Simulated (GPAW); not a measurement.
```xyz
3
Lattice="-1.934 1.934 3.202 1.934 -1.934 3.202 1.934 1.934 -3.202" Properties=species:S:1:pos:R:3 pbc="T T T" subject="CaC2 (I4/mmm): G0W0 with GPAW, start to end" method="DFT, LDA, plane waves, PAW (and 1 further level or step)" program="GPAW 26.7.0" settings_of_one_run="cutoff 600 eV, GPAW PAW setups 1.2.1 data release, 4×4×4 k-mesh, nbands 317" cost="4 runs, 2.1 min in all on 4 MPI ranks of Arm Neoverse V1, shared host (the runs of this entry)" notes="The cell and positions are those that the Materials Project relaxed with its own functionals (PBE, PBE+U or r2SCAN), kept fixed. Bands and cutoff are finite, so the gap is not at the basis limit. The miss can reach some tenths of an eV and take either sign; the mesh is an error of its own. The 4×4×4 mesh is coarse for this cell, which bears on the long-range parts of exchange and screening." lda_gap="1.18 eV, indirect" g0w0_gap_on_the_mesh="3.07 eV" gw_settings="4×4×4 mesh, 143 bands, screening to 120 eV, Godby-Needs plasmon pole" known_limits="not at the basis limit; coarse k mesh"
Ca    0.000    0.000    0.000
C     0.000    0.000    3.829
C     0.000    0.000    2.575
```

[Paths, hosts, dates, memory and timing lines, banners, echoed tables and standing remarks are left out of the program output.]

[Logs are printed without paths, hosts, clocks, repeated set-up lines and the standing remarks that a program may print on its own settings, such as how far it seeks lower states.]

[Runs of the session that timed out or met a known fault of the program may be left out.]

[Hosts, paths, dates, database ids (printed as entryN), source tags and the programs' standing remarks are cut or masked in the printed files.]
